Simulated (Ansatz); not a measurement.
## BeCd3, from a guessed structure to a relaxed one

This structure for BeCd3 is made up. Its elements were placed in a known structure type with a cell scaled to their sizes. What cell does the guess relax to, and how far off was it?

Program: Ansatz 0.2.0. Level of theory: DFT, r2SCAN, plane-wave PAW, files of the set soft_1, scalar-relativistic, no spin, cell and ions relaxed at zero pressure; PAW set soft_1. Results are calculated unless marked as measured.

**1. The structure**

Symmetry: P6_3/mmc, No. 194, hexagonal system. Conventional cell: a = 6.132 Å, b = 6.132 Å, c = 4.934 Å, α = 90.00°, β = 90.00°, γ = 120.00°. Nearest to Cd lie 8 Cd at 3.01 to 3.12 Å and 4 Be at 3.02 to 3.07 Å. Nearest to Be lie 12 Cd at 3.02 to 3.07 Å. Farther neighbours are not listed.

**2. Relaxation of the guess**

The guess takes its coordinates from another compound and its volume from a rule, so the cell and any free coordinates are relaxed together.

input.yaml reads:

```yaml
crystal:
  lattice:
    - [6.132, 0.0, 0.0]
    - [-3.066, 5.310467776, 0.0]
    - [0.0, 0.0, 4.934]
  atoms:
    - { symbol: Cd, position: [0.169600005, 0.33920001, 0.25] }
    - { symbol: Cd, position: [0.169600005, 0.830399995, 0.25] }
    - { symbol: Cd, position: [0.66079999, 0.830399995, 0.25] }
    - { symbol: Cd, position: [0.830399995, 0.66079999, 0.75] }
    - { symbol: Cd, position: [0.830399995, 0.169600005, 0.75] }
    - { symbol: Cd, position: [0.33920001, 0.169600005, 0.75] }
    - { symbol: Be, position: [0.333333333, 0.666666667, 0.75] }
    - { symbol: Be, position: [0.666666667, 0.333333333, 0.25] }
kpoints:
  mp_grid: { grid: [5, 5, 6] }
scf:
  occupations: { method: fermi_dirac, width: 0.05 }
hamiltonian:
  xc: r2scan
  pseudopotentials: { kind: paw, azcp: { folder: soft_1 } }
relax:
  f_tol: 0.015
  max_steps: 70
  cell: {}
output:
  forces: true
  stress: true
```

Started as:

```bash
ansatz run input.yaml --threads 4 --pin off --max-ram 10240MiB --backend cpu --events-out ev --progress --plain --runs-dir out
```

Numbers of over 12 decimals in the logs are rounded to 6 here.

The program printed:

```text
Engine: ansatz 0.2.0, x86_64-unknown-linux-gnu
Pseudopotentials: kind: paw
Pseudopotential: Cd, paw, valence charge 20, recommended cutoff 500 eV (meta_gga), soft_1/Cd.paw.azcp
Pseudopotential: Be, paw, valence charge 2, recommended cutoff 500 eV (meta_gga), soft_1/Be.paw.azcp
Functional definition: r2SCAN
  parameter k0 = 0.174
  parameter k1 = 0.065
  parameter a1 = 4.9479
  exchange = r2scan_x(k0 = k0, k1 = k1, a1 = a1)
  correlation = r2scan_c
Crystal: 8 atoms, lattice volume = 160.670 Å³
Basis set: ecut = 500 eV, 4073 PW (Γ), exchange–correlation on 180×180×144 points (64 copies of the dense FFT grid, shifted against one another)
Bands: 75, of which v1, the nominal top of the filled ones, is band 62 counted from 1 (61 counted from 0)
Symmetry: 24 space group operations
Space group: P63/mmc (ITA 194), of the structure as read, at distance tolerance 5.4e-5 Å
k-points: 20 of 150
Non-local potential: Cd, projectors of the file, l = 0: 3, l = 1: 2, l = 2: 2, l = 3: 1
Non-local potential: Be, projectors of the file, l = 0: 2, l = 1: 2, l = 2: 1
PAW form: soft (Blöchl's): semilocal exchange-correlation on the pseudo side does not see the compensation charge
PAW frozen core: Cd, regenerated for the run's functional (the file was generated under x = pbe(κ = 0.804, μ = 0.219515), c = pbe(β = 0.066725))
PAW frozen core: Be, regenerated for the run's functional (the file was generated under x = pbe(κ = 0.804, μ = 0.219515), c = pbe(β = 0.066725))
PAW one-centre angular grid: Cd, 590 points (default); XC on 160 Gauss nodes
PAW one-centre angular grid: Be, 302 points (default); XC on 224 Gauss nodes
Initial density: superposition of atomic densities (chi_scale 0.1, normalization cell, long waves kept (reshape's long-wave potential 0.00 eV rms))
Initial wavefunctions: pseudopotential atomic-orbital guess
Functional: x = r2scan, c = r2scan; τ floored in thin density (d = 2e-4 eV/Å³)
iter 1 solved again at ethr=1.83e-3 eV; its pass at ethr=3.10e-3 eV (dr2=2.27e0 eV) is discarded
SCF iter   1: F=—  HF=-49793.402600 eV  |F-HF|=—  |Δ(HF+E_count)|=         —  Δρ=2.80e-2  dr2=2.33e0  dr2_τ=1.14e-1  ethr=1.83e-3  ⟨swp⟩=1.5  Hψ=7087  notcnv=0
preconditioner: auto → Kerker (q_TF=auto, 2.613 Å⁻¹)  [metal: Δε(μ)=0.073 eV  Ē_g=11.606 eV  σ=0.050 eV  W_gap=0.35  n_scr=46 (ndim 8)  ℏωp=25.5 eV  f_vac=0.000  D(μ)=3.43/eV (n_scr^D=20)]
SCF iter   2: F=—  HF=-49793.186146 eV  |F-HF|=—  |Δ(HF+E_count)|=   2.16e-1  Δρ=1.60e-2  dr2=8.37e-1  dr2_τ=5.47e-3  ethr=1.83e-3  ⟨swp⟩=3.0  Hψ=2515  notcnv=0
SCF iter   3: F=—  HF=-49793.212078 eV  |F-HF|=—  |Δ(HF+E_count)|=   2.59e-2  Δρ=4.95e-3  dr2=6.24e-2  dr2_τ=4.09e-3  ethr=6.75e-4  ⟨swp⟩=2.5  Hψ=2015  notcnv=0  defer=63
SCF iter   4: F=—  HF=-49793.231451 eV  |F-HF|=—  |Δ(HF+E_count)|=   1.94e-2  Δρ=2.07e-3  dr2=6.88e-3  dr2_τ=1.05e-4  ethr=5.03e-5  ⟨swp⟩=2.0  Hψ=2400  notcnv=0  defer=69
SCF iter   5: F=—  HF=-49793.236703 eV  |F-HF|=—  |Δ(HF+E_count)|=   5.25e-3  Δρ=5.72e-4  dr2=7.67e-4  dr2_τ=1.89e-5  ethr=5.55e-6  ⟨swp⟩=2.0  Hψ=2303  notcnv=0  defer=69
SCF iter   6: F=—  HF=-49793.237340 eV  |F-HF|=—  |Δ(HF+E_count)|=   6.37e-4  Δρ=1.40e-4  dr2=5.29e-5  dr2_τ=3.53e-7  ethr=6.18e-7  ⟨swp⟩=2.0  Hψ=2216  notcnv=0  defer=69
SCF iter   7: F=—  HF=-49793.237333 eV  |F-HF|=—  |Δ(HF+E_count)|=   6.71e-6  Δρ=5.62e-5  dr2=9.38e-6  dr2_τ=9.39e-8  ethr=4.27e-8  ⟨swp⟩=2.0  Hψ=2262  notcnv=0  defer=69
SCF iter   8: F=—  HF=-49793.237342 eV  |F-HF|=—  |Δ(HF+E_count)|=   8.70e-6  Δρ=9.17e-6  dr2=1.68e-7  dr2_τ=7.65e-9  ethr=7.57e-9  ⟨swp⟩=2.0  Hψ=2222  notcnv=0  defer=69
SCF iter   9: F=-49793.237342 eV  HF=-49793.237342 eV  |F-HF|=3.52e-8  |Δ(HF+E_count)|=   2.30e-7  Δρ=3.25e-6  dr2=1.78e-8  dr2_τ=2.08e-10  ethr=8.06e-11  ⟨swp⟩=4.0  Hψ=4836  notcnv=0
SCF 1 converged in 9 iterations: F = -49793.237342 eV  dr2 = 1.78e-8
  greatest PAW one-centre occupation: 1.002 electrons in one spin orbital (limit 2), on the Cd atom at site 4 (counted from 0), in its partial waves of l = 0
relax step   1: F+E_penalty+E_count = -49793.23734189 eV  Δ(F+E_penalty+E_count) = +0.000e0 eV  max|allowed force component| = 1.948e-1 eV/Å  Δτ_max = 0.0000 Å  P = -5.071 GPa  Ω = 160.670 Å³  (9 SCF iters, dr2 threshold 1.00e-7 eV, accepted)
Crystal: 8 atoms, lattice volume = 139.898 Å³
Basis set: ecut = 500 eV, 3545 PW (Γ), exchange–correlation on 180×180×144 points (64 copies of the dense FFT grid, shifted against one another)
Initial density: handed on by an earlier stage of this run
Initial wavefunctions: those handed on with the density
iter 1 solved again at ethr=1.26e-4 eV; its pass at ethr=3.10e-3 eV (dr2=1.56e-1 eV) is discarded
SCF iter   1: F=—  HF=-49790.923750 eV  |F-HF|=—  |Δ(HF+E_count)|=         —  Δρ=9.83e-3  dr2=1.63e-1  dr2_τ=2.86e0  ethr=1.26e-4  ⟨swp⟩=2.3  Hψ=6386  notcnv=0
preconditioner: auto → Kerker (q_TF=auto, 2.674 Å⁻¹)  [metal: Δε(μ)=0.114 eV  Ē_g=12.860 eV  σ=0.050 eV  W_gap=0.47  n_scr=46 (ndim 8)  ℏωp=27.4 eV  f_vac=0.000  D(μ)=1.88/eV (n_scr^D=8)]
SCF iter   2: F=—  HF=-49793.499565 eV  |F-HF|=—  |Δ(HF+E_count)|=    2.58e0  Δρ=5.06e-3  dr2=1.04e-1  dr2_τ=8.38e-4  ethr=1.26e-4  ⟨swp⟩=3.0  Hψ=3241  notcnv=0
SCF iter   3: F=—  HF=-49793.481414 eV  |F-HF|=—  |Δ(HF+E_count)|=   1.82e-2  Δρ=2.93e-3  dr2=3.45e-2  dr2_τ=1.72e-4  ethr=8.37e-5  ⟨swp⟩=1.8  Hψ=1759  notcnv=0  defer=27
SCF iter   4: F=—  HF=-49793.474298 eV  |F-HF|=—  |Δ(HF+E_count)|=   7.12e-3  Δρ=7.18e-4  dr2=1.22e-3  dr2_τ=1.21e-5  ethr=2.78e-5  ⟨swp⟩=2.0  Hψ=1801  notcnv=0  defer=27
SCF iter   5: F=—  HF=-49793.474229 eV  |F-HF|=—  |Δ(HF+E_count)|=   6.83e-5  Δρ=3.06e-4  dr2=2.20e-4  dr2_τ=9.98e-7  ethr=9.88e-7  ⟨swp⟩=2.0  Hψ=1570  notcnv=0  defer=27
SCF iter   6: F=—  HF=-49793.474194 eV  |F-HF|=—  |Δ(HF+E_count)|=   3.57e-5  Δρ=9.21e-5  dr2=3.66e-5  dr2_τ=3.82e-7  ethr=1.77e-7  ⟨swp⟩=3.0  Hψ=2204  notcnv=0  defer=27
SCF iter   7: F=—  HF=-49793.474190 eV  |F-HF|=—  |Δ(HF+E_count)|=   4.01e-6  Δρ=3.69e-5  dr2=2.23e-6  dr2_τ=8.52e-8  ethr=2.95e-8  ⟨swp⟩=2.0  Hψ=2202  notcnv=0  defer=27
SCF iter   8: F=-49793.474191 eV  HF=-49793.474191 eV  |F-HF|=5.25e-8  |Δ(HF+E_count)|=   8.54e-7  Δρ=8.10e-6  dr2=1.52e-7  dr2_τ=3.28e-9  ethr=6.45e-10  ⟨swp⟩=4.0  Hψ=4525  notcnv=0
SCF 2 converged in 8 iterations: F = -49793.474191 eV  dr2 = 1.52e-7
  greatest PAW one-centre occupation: 1.003 electrons in one spin orbital (limit 2), on the Cd atom at site 5 (counted from 0), in its partial waves of l = 0
[...]
SCF iter   8: F=-49793.535812 eV  HF=-49793.535812 eV  |F-HF|=4.19e-8  |Δ(HF+E_count)|=   1.33e-7  Δρ=5.60e-6  dr2=9.17e-8  dr2_τ=8.68e-10  ethr=6.45e-10  ⟨swp⟩=4.0  Hψ=4153  notcnv=0
SCF 3 converged in 8 iterations: F = -49793.535812 eV  dr2 = 9.17e-8
relax step   3: F+E_penalty+E_count = -49793.53581231 eV  Δ(F+E_penalty+E_count) = -6.162e-2 eV  max|allowed force component| = 9.958e-2 eV/Å  Δτ_max = 0.0306 Å  P = -0.679 GPa  Ω = 146.996 Å³  energy of the carried Pulay correction = +1.125e-2 eV  (8 SCF iters, dr2 threshold 8.00e-7 eV, accepted)
[... from here on, the SCF cycles and remarks between the steps are left out ...]
relax step   4: F+E_penalty+E_count = -49793.54870908 eV  Δ(F+E_penalty+E_count) = -1.290e-2 eV  max|allowed force component| = 1.621e-2 eV/Å  Δτ_max = 0.0044 Å  P = -0.118 GPa  Ω = 145.876 Å³  energy of the carried Pulay correction = +1.221e-2 eV  (5 SCF iters, dr2 threshold 8.00e-7 eV, accepted)
relax step   5: F+E_penalty+E_count = -49793.57439396 eV  Δ(F+E_penalty+E_count) = -2.568e-2 eV  max|allowed force component| = 1.364e-1 eV/Å  Δτ_max = 0.0003 Å  P = +1.152 GPa  Ω = 143.954 Å³  energy of the carried Pulay correction = +1.389e-2 eV  (8 SCF iters, dr2 threshold 8.00e-7 eV, accepted)
relax step   6: F+E_penalty+E_count = -49793.65010721 eV  Δ(F+E_penalty+E_count) = -7.571e-2 eV  max|allowed force component| = 2.098e-1 eV/Å  Δτ_max = 0.0118 Å  P = +3.052 GPa  Ω = 142.916 Å³  energy of the carried Pulay correction = +1.480e-2 eV  (9 SCF iters, dr2 threshold 8.00e-7 eV, accepted)
relax step   7: F+E_penalty+E_count = -49793.69951640 eV  Δ(F+E_penalty+E_count) = -4.941e-2 eV  max|allowed force component| = 1.703e-1 eV/Å  Δτ_max = 0.0246 Å  P = +0.243 GPa  Ω = 148.743 Å³  energy of the carried Pulay correction = +9.756e-3 eV  (7 SCF iters, dr2 threshold 8.00e-7 eV, accepted)
relax step   8: F+E_penalty+E_count = -49793.70375903 eV  Δ(F+E_penalty+E_count) = -4.243e-3 eV  max|allowed force component| = 5.418e-2 eV/Å  Δτ_max = 0.0147 Å  P = -0.205 GPa  Ω = 149.533 Å³  energy of the carried Pulay correction = +9.087e-3 eV  (8 SCF iters, dr2 threshold 8.00e-7 eV, accepted)
relax step   9: F+E_penalty+E_count = -49793.70492364 eV  Δ(F+E_penalty+E_count) = -1.165e-3 eV  max|allowed force component| = 4.322e-4 eV/Å  Δτ_max = 0.0035 Å  P = -0.041 GPa  Ω = 149.140 Å³  energy of the carried Pulay correction = +9.419e-3 eV  (6 SCF iters, dr2 threshold 1.83e-7 eV, accepted)
relax step  10: F+E_penalty+E_count = -49793.69839349 eV  Δ(F+E_penalty+E_count) = +6.530e-3 eV  max|allowed force component| = 4.398e-4 eV/Å  Δτ_max = 0.0000 Å  P = -0.038 GPa  Ω = 149.140 Å³  stress off target by 5.75e-2 GPa  SCF on the basis re-selected at this cell (its energy is not comparable with the rows above)  (7 SCF iters)
relax step  11: F+E_penalty+E_count = -49793.69844984 eV  Δ(F+E_penalty+E_count) = -5.635e-5 eV  max|allowed force component| = 4.017e-4 eV/Å  Δτ_max = 0.0001 Å  P = +0.004 GPa  Ω = 149.092 Å³  energy of the carried Pulay correction = +3.909e-5 eV  (6 SCF iters, dr2 threshold 8.27e-9 eV, accepted)
iter 1 solved again at ethr=1.07e-7 eV; its pass at ethr=3.10e-3 eV (dr2=1.32e-4 eV) is discarded
SCF iter   1: F=—  HF=-49793.698381 eV  |F-HF|=—  |Δ(HF+E_count)|=         —  Δρ=1.84e-5  dr2=1.19e-8  dr2_τ=6.20e-9  ethr=1.07e-7  ⟨swp⟩=2.9  Hψ=9051  notcnv=0
eigensolver tolerance schedule: the retry pair's looser diagonalisation over-reported the residual by 11086.00 of it (diagonalisation noise at 0.62 of the residual, at the tolerance the schedule requests for it); recorded, not acted on — ethr = c·dr2/N_el stays at c = 1.0e-1
preconditioner: auto → Kerker (q_TF=auto, 2.646 Å⁻¹)  [metal: Δε(μ)=0.120 eV  Ē_g=12.705 eV  σ=0.050 eV  W_gap=0.50  n_scr=46 (ndim 8)  ℏωp=26.5 eV  f_vac=0.000  D(μ)=2.37/eV (n_scr^D=8)]
SCF iter   2: F=—  HF=-49793.698423 eV  |F-HF|=—  |Δ(HF+E_count)|=   4.21e-5  Δρ=9.35e-6  dr2=3.94e-9  dr2_τ=5.31e-8  ethr=9.63e-12  ⟨swp⟩=2.6  Hψ=2816  notcnv=0
SCF iter   3: F=—  HF=-49793.698426 eV  |F-HF|=—  |Δ(HF+E_count)|=   2.70e-6  Δρ=4.39e-7  dr2=2.61e-10  dr2_τ=4.56e-11  ethr=3.17e-12  ⟨swp⟩=2.0  Hψ=2266  notcnv=0
SCF iter   4: F=-49793.698426 eV  HF=-49793.698426 eV  |F-HF|=0.00e0  |Δ(HF+E_count)|=   1.48e-9  Δρ=2.45e-7  dr2=6.70e-11  dr2_τ=8.33e-12  ethr=1.00e-12  ⟨swp⟩=4.0  Hψ=4835  notcnv=0
SCF 12 converged in 4 iterations: F = -49793.698426 eV  dr2 = 6.70e-11
  greatest PAW one-centre occupation: 1.002 electrons in one spin orbital (limit 2), on the Cd atom at site 3 (counted from 0), in its partial waves of l = 0
relax step  12: F+E_penalty+E_count = -49793.69842612 eV  Δ(F+E_penalty+E_count) = +2.372e-5 eV  max|allowed force component| = 4.005e-4 eV/Å  Δτ_max = 0.0000 Å  P = +0.004 GPa  Ω = 149.092 Å³  stress off target by 8.63e-3 GPa  SCF on the basis re-selected at this cell (its energy is not comparable with the rows above)  (4 SCF iters)
basis re-selected at this cell: Δ(F+E_penalty+E_count) = +2.372e-5 eV, ΔP = -0.000 GPa vs the last step (what re-selecting the basis moved, of the pressure what is left beyond the Pulay correction that the steps carried, after the strain that the cell walked since its last selection, with what the two solves' SCF thresholds leave and, on support functions, any second-order correction that the steps lacked; it is no m [...]
SCF converged after 4 iterations
Free energy (F): -49793.698426 eV
Harris-Foulkes:  -49793.698426 eV  (|F-HF|=0.00e0)
Internal energy: -49793.679884 eV  (E = F + TS)
E sigma→0 (E₀):  -49793.689155 eV
Entropy (-TS):   -0.018542 eV (-2.318 meV/atom)
Fermi energy:    13.547208 eV
--- Per-component energies (eV) ---
  E_band       = -2602.898034
  E_kinetic    = 2677.671065
  E_local      = -19709.973110  (includes V_loc(G=0)·N_el)
  E_nonlocal   = 721.819964
  E_hartree    = 9209.201553
  E_xc         = -931.420489
  E_vxc        = -1348.891203  (∫ρ·V_xc dr)
  E_paw        = -24836.058333  (= ΣΔE_a)
  E_vpaw       = -3454.489847  (= ΣTr[D̂ρ^β])
  E_aug_tail   = 0.000110  (compensation charges beyond the density's cutoff)
  E_vtau       = 92.560834  (kinetic-family band-sum trace: ∫τ·v_τ [+ j·A + Jᵃ·Aᵃ] dr)
  E_ewald      = -16921.508002
  E_core_change = -3.412643  (= ΣΔE_core)
  E_smearing   = -0.018542  (= −TS)
  E_closure    = 0.000000  (closes the sum)
  Σ components = -49793.698426   (vs F -49793.698426, Δ=0.00e0)
--- Forces (eV/Å), atoms counted from 1 ---
  atom   1  Cd    -0.00000000    -0.00040049    -0.00000000
  atom   2  Cd    -0.00034683     0.00020024    -0.00000000
  atom   3  Cd     0.00034683     0.00020024    -0.00000000
  atom   4  Cd     0.00000000     0.00040049     0.00000000
  atom   5  Cd     0.00034683    -0.00020024     0.00000000
  atom   6  Cd    -0.00034683    -0.00020024     0.00000000
  atom   7  Be     0.00000000     0.00000000     0.00000000
  atom   8  Be    -0.00000000    -0.00000000    -0.00000000
  max |Σ_I F_I| component: 1.39e-17 eV/Å
--- Stress (GPa, compression-positive) ---
        0.008633       0.000000      -0.000000
        0.000000       0.008633      -0.000000
       -0.000000      -0.000000      -0.005141
  P = ⅓ Tr σ = 0.0040 GPa (0.040 kbar)
--- Relaxed structure (10 steps of the walk, 10 accepted, 2 SCFs on fresh bases) ---
  F+E_penalty+E_count = -49793.69842612 eV   max|allowed force component| = 4.005e-4 eV/Å   (the final SCF, on the basis selected at the relaxed cell)
  cell:  # Å, volume = 149.0920 Å³
    - [5.688022, 0, 0.0]
    - [-2.844011, 4.925972, 0.0]
    - [0.0, 0.0, 5.321096]
  atoms:
    - { symbol: Cd, position: [0.168437, 0.336874, 0.25] }
    - { symbol: Cd, position: [0.168437, 0.831563, 0.25] }
    - { symbol: Cd, position: [0.663126, 0.831563, 0.25] }
    - { symbol: Cd, position: [0.831563, 0.663126, 0.750000] }
    - { symbol: Cd, position: [0.831563, 0.168437, 0.750000] }
    - { symbol: Cd, position: [0.336874, 0.168437, 0.750000] }
    - { symbol: Be, position: [0.333333, 0.666667, 0.750000] }
    - { symbol: Be, position: [0.666667, 0.333333, 0.25] }
```

Wall time 23 s (4 threads of AMD EPYC 9B45 (Zen 5), shared host); peak memory 1.1 GiB.

Relaxation path:

| step | energy less that of the first step (eV) | largest force component (eV/Å) | pressure (GPa) | volume (Å³) |
| --- | --- | --- | --- | --- |
| 1 | 0.0000 | 0.1948 | -5.07 | 160.67 |
| 2 | -0.2368 | 0.3161 | 3.23 | 139.90 |
| 3 | -0.2985 | 0.0996 | -0.68 | 147.00 |
| 4 | -0.3114 | 0.0162 | -0.12 | 145.88 |
| 5 | -0.3371 | 0.1364 | 1.15 | 143.95 |
| 6 | -0.4128 | 0.2098 | 3.05 | 142.92 |
| 7 | -0.4622 | 0.1703 | 0.24 | 148.74 |
| 8 | -0.4664 | 0.0542 | -0.20 | 149.53 |
| 9 | -0.4676 | 0.0004 | -0.04 | 149.14 |
| 10* | -0.4611 | 0.0004 | -0.04 | 149.14 |
| 11 | -0.4611 | 0.0004 | 0.00 | 149.09 |
| 12* | -0.4611 | 0.0004 | 0.00 | 149.09 |

Relaxation steps marked * repeat the geometry before them on a plane-wave basis chosen anew for their cell, so energy and pressure can jump there.

Forces are held to the 24 operations that the run works with; a distortion that breaks them can't arise in this run.

| conventional cell, symmetrised | before | after | change |
| --- | --- | --- | --- |
| a (Å) | 6.132 | 5.688 | -7.2 % |
| b (Å) | 6.132 | 5.688 | -7.2 % |
| c (Å) | 4.934 | 5.321 | +7.8 % |
| volume (Å³/atom) | 20.08 | 18.64 | -7.2 % |

The atoms that moved most (Å, as changes of fractional coordinates times the final cell):

| atom | dx | dy | dz | length |
| --- | --- | --- | --- | --- |
| Cd6 | -0.010 | -0.006 | 0.000 | 0.011 |
| Cd1 | 0.000 | -0.011 | 0.000 | 0.011 |
| Cd4 | 0.000 | 0.011 | 0.000 | 0.011 |
| Cd2 | -0.010 | 0.006 | 0.000 | 0.011 |
| Cd5 | 0.010 | -0.006 | 0.000 | 0.011 |
| Cd3 | 0.010 | 0.006 | 0.000 | 0.011 |

Final coordinates:

```xyz
8
Lattice="5.6880 0.0000 0.0000 -2.8440 4.9260 0.0000 0.0000 0.0000 5.3211" Properties=species:S:1:pos:R:3 pbc="T T T"
Cd    0.0000    1.6594    1.3303
Cd   -1.4069    4.0963    1.3303
Cd    1.4069    4.0963    1.3303
Cd    2.8440    3.2665    3.9908
Cd    4.2509    0.8297    3.9908
Cd    1.4371    0.8297    3.9908
Be    0.0000    3.2840    3.9908
Be    2.8440    1.6420    1.3303
```

This step gave:

```yaml
free_energy: -49793.6984 eV
energy_at_zero_smearing: -49793.6892 eV
smearing_term_ts: 0.01854 eV
fermi_energy: 13.55 eV
electrons: 124
symmetry_operations: 24
pressure: 0.004042 GPa
```

The shortest distance of each pair, which need not be the same contact before and after:

| pair | guess (Å) | relaxed (Å) |
| --- | --- | --- |
| Cd–Cd | 3.012 | 2.814 |
| Be–Cd | 3.018 | 2.844 |
| Be–Be | 4.315 | 4.226 |

The relaxation ends with a largest force component of 4.0e-4 eV/Å and a pressure of 0.00 GPa.

**3. What came out**

* space group, relaxed: P6_3/mmc
* conventional cell: a = 5.688, b = 5.688, c = 5.321 Å; α = 90.0°, β = 90.0°, γ = 120.0°
* volume per atom: 18.64 Å³ (guess 20.08)

BeCd3 relaxes to P6_3/mmc with a = 5.688, b = 5.688 and c = 5.321 Å. The guessed volume was 8 % too large. The space group P6_3/mmc was held in the relaxation, so the end point is a stationary structure within it and may be a saddle against distortions or other arrangements. Mesh and cutoff weren't tested. No dispersion term is used, so weakly bound directions may come out too long. Nothing here tests whether the compound is stable against decomposition.

[Logs are printed without paths, hosts, clocks, repeated set-up lines and the standing remarks that a program may print on its own settings, such as how far it seeks lower states.]

[Hosts, paths, dates, database ids (printed as entryN), source tags and the programs' standing remarks are cut or masked in the printed files.]
